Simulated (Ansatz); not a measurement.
# Y on Be(0001): change of the work function, part 4 of 5

How does Y on the fcc site change the work function of Be(0001) as the layer fills?

Ansatz 0.2.0; plane-wave DFT, PBE, Ansatz PAW (the session's first sound run).

So far, work function, upper face (eV): step 2 (the clean slab) 5.30; step 3 (65 atoms, coverage 0.0625 ML, cell 4x4) 2.65; step 4 (37 atoms, coverage 0.111 ML, cell 3x3) 2.15.

### Step 5. The covered slab, k-mesh 8×8×1, coverage 0.25 ML

System of this step: Y/Be(0001). The cell holds 17 atoms: 16 Be and 1 Y. Cell: a = 4.580 Å, b = 4.580 Å, c = 26.125 Å, α = 90.0°, β = 90.0°, γ = 60.0°. Vacuum lies along c.

Another coverage, to see how the dipoles act on each other as their distance changes.

input.yaml

```yaml
crystal:
  lattice:
    - [4.58, 0.0, 0.0]
    - [2.29, 3.9663963494, 0.0]
    - [0.0, 0.0, 26.124874172]
  atoms:
    - { symbol: Be, position: [0.3333333333, 0.3333333333, 0.3444992669] }
    - { symbol: Be, position: [0.0, 0.0, 0.4131776839] }
    - { symbol: Be, position: [0.3333333333, 0.3333333333, 0.4820921046] }
    - { symbol: Be, position: [0.0, 0.0, 0.5522929924] }
    - { symbol: Be, position: [0.3333333333, 0.8333333333, 0.3444992669] }
    - { symbol: Be, position: [0.0, 0.5, 0.4131776839] }
    - { symbol: Be, position: [0.3333333333, 0.8333333333, 0.4820921046] }
    - { symbol: Be, position: [0.0, 0.5, 0.5522929924] }
    - { symbol: Be, position: [0.8333333333, 0.3333333333, 0.3444992669] }
    - { symbol: Be, position: [0.5, 0.0, 0.4131776839] }
    - { symbol: Be, position: [0.8333333333, 0.3333333333, 0.4820921046] }
    - { symbol: Be, position: [0.5, 0.0, 0.5522929924] }
    - { symbol: Be, position: [0.8333333333, 0.8333333333, 0.3444992669] }
    - { symbol: Be, position: [0.5, 0.5, 0.4131776839] }
    - { symbol: Be, position: [0.8333333333, 0.8333333333, 0.4820921046] }
    - { symbol: Be, position: [0.5, 0.5, 0.5522929924] }
    - { symbol: "Y", position: [0.1666666667, 0.1666666667, 0.6555007331] }
kpoints:
  mp_grid: { grid: [8, 8, 1] }
hamiltonian:
  xc: pbe
scf:
  occupations: { method: fermi_dirac, width: 0.1 }
  convergence: { dr2_threshold: 1.0e-08 }
efield:
  axis: 3
  dipole_correction: true
  ramp_position: 0.97
  ramp_width: 0.06
relax:
  f_tol: 0.02
  max_steps: 60
  constraints: [{ sites: [0, 1, 4, 5, 8, 9, 12, 13] }]
output:
  bader: true
  dos: { projected: true, e_range: [-8, 4] }
  write_potential: true
  write_density: true
  volumetric_format: npy
  elf: true
```

On the command line:

```console
$ ansatz run input.yaml --threads 4 --pin off --max-ram 6144MiB --backend cpu --events-out ev --progress --plain --runs-dir out
```

Numbers of over 12 decimals in the logs are rounded to 6 here.

Log:

```text
[...]
Crystal: 17 atoms, lattice volume = 474.587 Å³
Basis set: ecut = 420 eV, 9345 PW (Γ), exchange–correlation on 64×64×360 points (8 copies of the dense FFT grid, shifted against one another)
Bands: 39, of which v1, the nominal top of the filled ones, is band 22 counted from 1 (21 counted from 0)
Symmetry: 6 space group operations
[...]
7     Be     -0.1664     0.0005    -0.2760
[...]
13     Be      0.6427     0.0000     0.0895
    14     Be      0.3844     0.0001    -0.3621
    15     Be      0.4500     0.0011     0.4430
    16      Y      0.8109     0.0000     0.8108
  maxima off the nuclei: 9, with 5.2816 electrons
[...]
charge, to which what the maxima have on the atom's side is counted
  estimated error of the sums over rays = 6.9e-4 e
[key lines of the parts left out:]
SCF converged after 7 iterations
Free energy (F): -5329.055838 eV
Fermi energy:    0.012825 eV
Dipole field:    D = 0.075735 V/Å  (p = 0.198632 e·Å, saw-weighted, corrected)
Work function:   Φ+ = 3.2939 eV   Φ− = 5.2724 eV
```

Run time: 4.9 min. Hardware: 4 threads of Arm Neoverse N1, shared host; peak memory 0.83 GiB; 19 min of CPU time.

The steps of the relaxation:

```csv
step,energy less that of the first step (eV),largest force component (eV/Å)
1,0.0000,1.2696
2,-0.2183,0.5086
3,-0.2882,0.3926
4,-0.3012,0.0728
5,-0.3017,0.0067
```

Forces are held to the 6 operations that the run works with; a distortion that breaks them can't arise in this run.

The atoms that moved most (Å):

```csv
atom,dx,dy,dz,length
Y17,0.000,0.000,-0.323,0.323
Be16,0.000,0.000,0.241,0.241
Be4,0.004,0.002,-0.041,0.041
Be12,-0.004,0.002,-0.041,0.041
Be8,0.000,-0.004,-0.041,0.041
Be15,0.000,0.000,0.016,0.016
Be3,0.006,0.003,0.003,0.007
Be7,0.000,-0.007,0.003,0.007
```

Final coordinates:

```cif
data_structure
_symmetry_space_group_name_H-M 'P 1'
_symmetry_Int_Tables_number 1
_cell_length_a 4.5800
_cell_length_b 4.5800
_cell_length_c 26.1249
_cell_angle_alpha 90.000
_cell_angle_beta 90.000
_cell_angle_gamma 60.000
_cell_volume 474.59
loop_
_atom_site_label
_atom_site_type_symbol
_atom_site_fract_x
_atom_site_fract_y
_atom_site_fract_z
_atom_site_occupancy
Be1 Be 0.33333 0.33333 0.34450 1
Be2 Be 0.00000 0.00000 0.41318 1
Be3 Be 0.33417 0.33417 0.48222 1
Be4 Be 0.00053 0.00053 0.55073 1
Be5 Be 0.33333 0.83333 0.34450 1
Be6 Be 0.00000 0.50000 0.41318 1
Be7 Be 0.33417 0.83166 0.48222 1
Be8 Be 0.00053 0.49893 0.55073 1
Be9 Be 0.83333 0.33333 0.34450 1
Be10 Be 0.50000 0.00000 0.41318 1
Be11 Be 0.83166 0.33417 0.48222 1
Be12 Be 0.49893 0.00053 0.55073 1
Be13 Be 0.83333 0.83333 0.34450 1
Be14 Be 0.50000 0.50000 0.41318 1
Be15 Be 0.83333 0.83333 0.48272 1
Be16 Be 0.50000 0.50000 0.56153 1
Y17 Y 0.16667 0.16667 0.64313 1
```

Running mean over 1.794 Å of the planar mean; the ramp of the sawtooth is left out. Table of electron's electrostatic potential energy less the Fermi level by z:

z (Å), electron's electrostatic potential energy less the Fermi level (eV) and a bar from the least value:
```
        4       5.27 ##############################
        5       5.27 ##############################
        6       5.24 ##############################
        7       4.77 #############################
        8      -0.01 #################
        9      -6.01 ##
       10      -6.45 
       11      -6.57 
       12      -6.61 
       13      -6.54 
       14      -6.31 #
       15      -4.98 ####
       16      -2.81 ##########
       17      -5.00 ####
       18      -0.48 ###############
       19       2.59 #######################
       20       3.18 #########################
       21       3.28 #########################
       22       3.29 #########################
       23       3.29 #########################
```

The relaxation took 5 steps and lowered the energy by 0.30 eV; the largest force on the free atoms ends at 0.0067 eV/Å.

By hand: a sheet of dipoles makes a step −p/(ε₀A) in the electron's potential. With e/ε₀ = 180.95 V·Å, p = 0.1986 e·Å and A = 18.17 Å², that is −180.95 × (0.1986) / 18.17 = -1.979 eV, and the two vacuum levels of the run differ by -1.979 eV.

The covered face has 3.29 eV, -2.00 eV against the clean one; the bare back face has moved by -0.04 eV, a measure of how thin the slab is.

### Step 6. Work function against coverage

This step: plane-wave DFT, PBE, Ansatz PAW; work function against coverage (Ansatz 0.2.0).

The runs are now put side by side.

Numbers from this step:

| Quantity | Value |
| --- | --- |
| work function of the clean face | 5.298 eV |
| largest change of the work function | -3.152 eV |

The work function of the covered face by coverage:

```csv
coverage (adsorbates/nm²),work function of the covered face (eV)
0.00,5.30
1.38,2.65
2.45,2.15
5.50,3.29
```

The dipole per adsorbate comes from the change of the cell's dipole. Coverage, by row:

```csv
coverage (1/nm²),coverage (ML),work function (eV),change (eV),"dipole per adsorbate, positive end outwards (debye)",mean height of the added atoms over the highest substrate atom (Å)
1.376,0.0625,2.648,-2.65,4.987,1.962
2.447,0.1111,2.146,-3.152,3.372,1.966
5.505,0.25,3.294,-2.004,0.949,2.132
```

### Step 7. The 0.25 ML cell at another level of theory, cutoff 420 eV, functional LDA

This step: plane-wave DFT, LDA, Ansatz PAW (Ansatz 0.2.0).

The geometry is kept and the functional is LDA.

input.yaml

```yaml
crystal:
  lattice:
    - [4.58, 0.0, 0.0]
    - [2.29, 3.9663963494, 0.0]
    - [0.0, 0.0, 26.124874172]
  atoms:
    - { symbol: Be, position: [0.3333333333, 0.3333333333, 0.3444992669] }
    - { symbol: Be, position: [0.0, 0.0, 0.4131776839] }
    - { symbol: Be, position: [0.3341696599, 0.3341696599, 0.4822199235] }
    - { symbol: Be, position: [0.0005348453, 0.0005348453, 0.5507319368] }
    - { symbol: Be, position: [0.3333333333, 0.8333333333, 0.3444992669] }
    - { symbol: Be, position: [0.0, 0.5, 0.4131776839] }
    - { symbol: Be, position: [0.3341696599, 0.8316606803, 0.4822199235] }
    - { symbol: Be, position: [0.0005348453, 0.4989303094, 0.5507319368] }
    - { symbol: Be, position: [0.8333333333, 0.3333333333, 0.3444992669] }
    - { symbol: Be, position: [0.5, 0.0, 0.4131776839] }
    - { symbol: Be, position: [0.8316606803, 0.3341696599, 0.4822199235] }
    - { symbol: Be, position: [0.4989303094, 0.0005348453, 0.5507319368] }
    - { symbol: Be, position: [0.8333333333, 0.8333333333, 0.3444992669] }
    - { symbol: Be, position: [0.5, 0.5, 0.4131776839] }
    - { symbol: Be, position: [0.8333333333, 0.8333333333, 0.4827153088] }
    - { symbol: Be, position: [0.5, 0.5, 0.5615293233] }
    - { symbol: "Y", position: [0.1666666667, 0.1666666667, 0.6431307095] }
kpoints:
  mp_grid: { grid: [8, 8, 1] }
hamiltonian:
  xc: lda
scf:
  occupations: { method: fermi_dirac, width: 0.1 }
  convergence: { dr2_threshold: 1.0e-08 }
efield:
  axis: 3
  dipole_correction: true
  ramp_position: 0.97
  ramp_width: 0.06
output:
  write_potential: true
  write_density: true
  volumetric_format: npy
```

Log:

```text
[...]
Crystal: 17 atoms, lattice volume = 474.587 Å³
Basis set: ecut = 420 eV, 9345 PW (Γ)
Bands: 39, of which v1, the nominal top of the filled ones, is band 22 counted from 1 (21 counted from 0)
Symmetry: 6 space group operations
[...]
k-points: 10 of 64 (time reversal used)
[...]
SCF iter   1: F=—  HF=-5152.515455 eV  |F-HF|=—  |Δ(HF+E_count)|=         —  Δρ=3.43e-3  dr2=1.37e0  ethr=1.77e-3  p=0.283 e·Å  D=1.08e-1 V/Å  ΔV_dip=-2.82 eV  dr2_dipole=8.49e-1  V_vac-E_F(+/−)=2.82/5.64 eV  ⟨swp⟩=13.5  Hψ=3435  notcnv=0  defer=13
[...]
SCF iter   9: F=-5152.470720 eV  HF=-5152.470720 eV  |F-HF|=4.03e-10  |Δ(HF+E_count)|=   8.05e-9  Δρ=4.69e-7  dr2=2.39e-9  ethr=2.33e-11  p=0.204 e·Å  D=7.76e-2 V/Å  ΔV_dip=-2.03 eV  dr2_dipole=7.72e-12  V_vac-E_F(+/−)=3.42/5.45 eV  ⟨swp⟩=17.8  Hψ=1703  notcnv=0
SCF 1 converged in 9 iterations: F = -5152.470720 eV  dr2 = 2.39e-9
[...]
SCF converged after 9 iterations
Free energy (F): -5152.470720 eV
[...]
Internal energy: -5152.314329 eV  (E = F + TS)
E sigma→0 (E₀):  -5152.392525 eV
Entropy (-TS):   -0.156391 eV (-9.199 meV/atom)
Fermi energy:    -0.154703 eV
Dipole field:    D = 0.077605 V/Å  (p = 0.203538 e·Å, saw-weighted, corrected)
Work function:   Φ+ = 3.4243 eV   Φ− = 5.4517 eV
[...]
--- Band table (eV; the first three rows and the last of 10) ---
  k-point 0: bands = [... 18 lower, -2.0417, -2.0373, -2.0373, -1.1400, 0.3774, 0.5388, 0.5388, 1.2157, ... 13 higher]
  k-point 1: bands = [... 18 lower, -1.8242, -1.8205, -1.5149, -1.0428, 0.4320, 0.5491, 0.6293, 1.1962, ... 13 higher]
  k-point 2: bands = [... 18 lower, -1.1560, -1.1344, -1.1121, -0.7256, 0.3912, 0.7162, 0.8534, 1.3045, ... 13 higher]
  k-point 9: bands = [... 18 lower, -0.4333, -0.2988, -0.2476, -0.1480, 0.1765, 0.2794, 0.5555, 0.7134, ... 13 higher]
```

It took 14 s on 4 threads; peak memory 0.79 GiB.

Numbers from this step:

```
energy at zero smearing        : -5152.3925 eV
work function, upper face      : 3.424 eV
work function, lower face      : 5.452 eV
dipole along the normal        : 0.2035 e·Å
step between the vacuum levels : -2.027 eV
```

The work function comes to 3.42 eV, +0.13 eV from the first level.

### Step 8. The 0.25 ML cell at another level of theory, cutoff 500 eV, functional r2SCAN

This step: plane-wave DFT, r2SCAN, Ansatz PAW (Ansatz 0.2.0).

The geometry is kept and the functional is r2SCAN; other changes against the main runs: cutoff 420 → 500.

input.yaml, as its differences from that of step 7:

```diff
@@ -26,3 +26,3 @@
 hamiltonian:
-  xc: lda
+  xc: r2scan
 scf:
```

Log:

```text
[...]
Crystal: 17 atoms, lattice volume = 474.587 Å³
Basis set: ecut = 500 eV, 12125 PW (Γ), exchange–correlation on 144×144×768 points (64 copies of the dense FFT grid, shifted against one another)
Bands: 39, of which v1, the nominal top of the filled ones, is band 22 counted from 1 (21 counted from 0)
Symmetry: 6 space group operations
[...]
k-points: 10 of 64 (time reversal used)
[...]
SCF iter   1: F=—  HF=-5349.055205 eV  |F-HF|=—  |Δ(HF+E_count)|=         —  Δρ=3.03e-3  dr2=2.65e-1  dr2_τ=3.74e-1  ethr=1.77e-3  p=0.283 e·Å  D=1.08e-1 V/Å  ΔV_dip=-2.82 eV  dr2_dipole=1.36e-1  V_vac-E_F(+/−)=2.55/5.37 eV  ⟨swp⟩=13.6  Hψ=3456  notcnv=0  defer=16
[...]
SCF iter  10: F=-5349.157672 eV  HF=-5349.157672 eV  |F-HF|=1.98e-10  |Δ(HF+E_count)|=   1.83e-8  Δρ=4.98e-7  dr2=3.10e-9  dr2_τ=4.92e-11  ethr=2.33e-11  p=0.197 e·Å  D=7.50e-2 V/Å  ΔV_dip=-1.96 eV  dr2_dipole=2.28e-12  V_vac-E_F(+/−)=3.37/5.33 eV  ⟨swp⟩=21.3  Hψ=2086  notcnv=0
SCF 1 converged in 10 iterations: F = -5349.157672 eV  dr2 = 3.10e-9
[...]
SCF converged after 10 iterations
Free energy (F): -5349.157672 eV
[...]
Internal energy: -5349.009529 eV  (E = F + TS)
E sigma→0 (E₀):  -5349.083601 eV
Entropy (-TS):   -0.148143 eV (-8.714 meV/atom)
Fermi energy:    0.000299 eV
Dipole field:    D = 0.075031 V/Å  (p = 0.196787 e·Å, saw-weighted, corrected)
Work function:   Φ+ = 3.3745 eV   Φ− = 5.3347 eV
[...]
--- Band table (eV; the first three rows and the last of 10) ---
  k-point 0: bands = [... 18 lower, -2.0371, -2.0327, -2.0327, -1.1146, 0.6331, 0.8227, 0.8227, 1.5433, ... 13 higher]
  k-point 1: bands = [... 18 lower, -1.8074, -1.8037, -1.4585, -1.0027, 0.6973, 0.8376, 0.9173, 1.5166, ... 13 higher]
  k-point 2: bands = [... 18 lower, -1.0718, -1.0487, -1.0215, -0.6511, 0.6604, 0.9920, 1.1584, 1.6485, ... 13 higher]
  k-point 9: bands = [... 18 lower, -0.2687, -0.1896, -0.1074, 0.0033, 0.3486, 0.4627, 0.7630, 0.9451, ... 13 higher]
```

It took 34 s on 4 threads; peak memory 1.7 GiB; 2.1 min of CPU time.

This step gave:

- energy at zero smearing: -5349.0836 eV
- work function, upper face: 3.375 eV
- work function, lower face: 5.335 eV
- dipole along the normal: 0.1968 e·Å
- step between the vacuum levels: -1.960 eV

The work function comes to 3.37 eV, +0.08 eV from the first level.

### Step 9. The 0.25 ML cell at another level of theory, cutoff 420 eV, functional RPBE

This step: plane-wave DFT, RPBE, Ansatz PAW (Ansatz 0.2.0).

The geometry is kept and the functional is RPBE.

input.yaml, as its differences from that of step 8:

```diff
@@ -26,3 +26,3 @@
 hamiltonian:
-  xc: r2scan
+  xc: rpbe
 scf:
```

Log:

```text
[...]
Crystal: 17 atoms, lattice volume = 474.587 Å³
Basis set: ecut = 420 eV, 9345 PW (Γ)
Bands: 39, of which v1, the nominal top of the filled ones, is band 22 counted from 1 (21 counted from 0)
Symmetry: 6 space group operations
[...]
k-points: 10 of 64 (time reversal used)
[...]
k-point 1: bands = [... 18 lower, -1.5895, -1.5866, -1.2699, -0.8009, 0.7203, 0.8407, 0.9117, 1.4833, ... 13 higher]
  k-point 2: bands = [... 18 lower, -0.9071, -0.8846, -0.8597, -0.4799, 0.6809, 1.0044, 1.1385, 1.6041, ... 13 higher]
  k-point 9: bands = [... 18 lower, -0.1626, -0.0594, 0.0042, 0.1054, 0.4319, 0.5350, 0.8158, 0.9844, ... 13 higher]
[key lines of the parts left out:]
SCF converged after 9 iterations
Free energy (F): -5350.957068 eV
Fermi energy:    0.102485 eV
Dipole field:    D = 0.075547 V/Å  (p = 0.198141 e·Å, saw-weighted, corrected)
Work function:   Φ+ = 3.2140 eV   Φ− = 5.1876 eV
```

Elapsed: 16 s, on 4 threads; peak memory 0.82 GiB.

The work function comes to 3.21 eV, -0.08 eV from the first level.

### Step 10. The 0.25 ML cell at another level of theory, cutoff 420 eV, functional PBEsol

This step: plane-wave DFT, PBEsol, Ansatz PAW (Ansatz 0.2.0).

The geometry is kept and the functional is PBEsol.

input.yaml, as its differences from that of step 9:

```diff
@@ -26,3 +26,3 @@
 hamiltonian:
-  xc: rpbe
+  xc: pbesol
 scf:
```

Log:

```text
[...]
Crystal: 17 atoms, lattice volume = 474.587 Å³
Basis set: ecut = 420 eV, 9345 PW (Γ)
Bands: 39, of which v1, the nominal top of the filled ones, is band 22 counted from 1 (21 counted from 0)
Symmetry: 6 space group operations
[...]
k-points: 10 of 64 (time reversal used)
[...]
k-point 1: bands = [... 18 lower, -1.7094, -1.7061, -1.3941, -0.9282, 0.5749, 0.6941, 0.7716, 1.3445, ... 13 higher]
  k-point 2: bands = [... 18 lower, -1.0326, -1.0111, -0.9872, -0.6074, 0.5344, 0.8586, 0.9989, 1.4598, ... 13 higher]
  k-point 9: bands = [... 18 lower, -0.2983, -0.1863, -0.1295, -0.0245, 0.3062, 0.4086, 0.6822, 0.8505, ... 13 higher]
[key lines of the parts left out:]
SCF converged after 9 iterations
Free energy (F): -5236.392814 eV
Fermi energy:    -0.028001 eV
Dipole field:    D = 0.076715 V/Å  (p = 0.201204 e·Å, saw-weighted, corrected)
Work function:   Φ+ = 3.3263 eV   Φ− = 5.3305 eV
```

It took 15 s on 4 threads; peak memory 0.82 GiB; 52 s of CPU time.

The work function comes to 3.33 eV, +0.03 eV from the first level.

### Step 11. Comparing the runs

Times are for 4 threads of Arm Neoverse N1, shared host. The series side by side:

```csv
no.,functional,"work function, upper face (eV)",dipole along the normal (e·Å),time,memory (GiB)
1,lda,3.424,0.2035,14 s,0.79
2,r2scan,3.375,0.1968,34 s,1.7
3,rpbe,3.214,0.1981,16 s,0.82
4,pbesol,3.326,0.2012,15 s,0.82
```

(Continued in part 5 of 5.)

[Logs are printed without paths, hosts, clocks, repeated set-up lines and the standing remarks that a program may print on its own settings, such as how far it seeks lower states.]

[Hosts, paths, dates, database ids (printed as entryN), source tags and the programs' standing remarks are cut or masked in the printed files.]

[Maps of the electrostatic potential energy from Ansatz leave out the sawtooth potential of an applied field or a dipole correction, so their vacuum need not be flat; planar profiles and work functions include it.]
